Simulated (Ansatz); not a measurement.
The compound is K2AgCl6 (started from the K2PtCl6 type) (Fm-3m).

The structure was built from a prototype and need not be the compound's stable phase.

The structure is cubic, space group Fm-3m (No. 225). Conventional cell: a = 9.376 Å, b = 9.376 Å, c = 9.376 Å, α = 90.00°, β = 90.00°, γ = 90.00°. Nearest to K lie 12 Cl at 3.32 Å. Ag has 6 Cl at 2.37 Å nearest. Cl has 1 Ag at 2.37 Å and 4 K at 3.32 Å nearest. Farther neighbours and most contacts between anions are not listed.

```
K Ag Cl
1.0
     4.68802    0.00000    4.68802
     4.68802    4.68802    0.00000
     0.00000    4.68802    4.68802
K Ag Cl
2 1 6
Direct
  0.25000 0.25000 0.25000
  0.75000 0.75000 0.75000
  0.00000 0.00000 0.00000
  0.25304 0.25304 0.74696
  0.74696 0.74696 0.25304
  0.25304 0.74696 0.25304
  0.74696 0.25304 0.74696
  0.74696 0.25304 0.25304
  0.25304 0.74696 0.74696
```

The structure was relaxed with LDA. The structure type comes from a generator and need not be one that this composition takes. The structure was generated from a model, not taken from a measurement. The runs that relaxed it are not among those shown. The program's search for lower electronic states was switched off, so nothing shows that the state found is the lowest. PAW set soft_2, made with PBE.

A constrained-RPA run (Ansatz 0.2.0; non-magnetic LDA; Ag d + anion p, bands v22 to c1, 2×2×2 mesh, medium accuracy) builds 23 functions on bands 6.9 eV wide, with 43.0 electrons in the window. The bare on-site interaction is 19.1 eV and the bare J 0.73 eV.

Question: What U and J survive the screening?

On the Ag d shell, U = 7.93 eV (41 % of the bare value), U′ = 6.78 eV, J = 0.57 eV.

The parent state is non-magnetic and the interaction static (zero frequency); U depends on the window and the orbitals, so it belongs to this model alone. A window that holds the anion p bands defines a model with explicit ligands; its U belongs to that model and is not the U of DFT+U. Coarse meshes can leave U off its limit, most where the target bands are metallic.

[Paths, hosts, dates, memory and timing lines, banners, echoed tables and standing remarks are left out of the program output.]

[Logs are printed without paths, hosts, clocks, repeated set-up lines and the standing remarks that a program may print on its own settings, such as how far it seeks lower states.]

[Runs of the session that timed out or met a known fault of the program may be left out.]

[Hosts, paths, dates, database ids (printed as entryN), source tags and the programs' standing remarks are cut or masked in the printed files.]
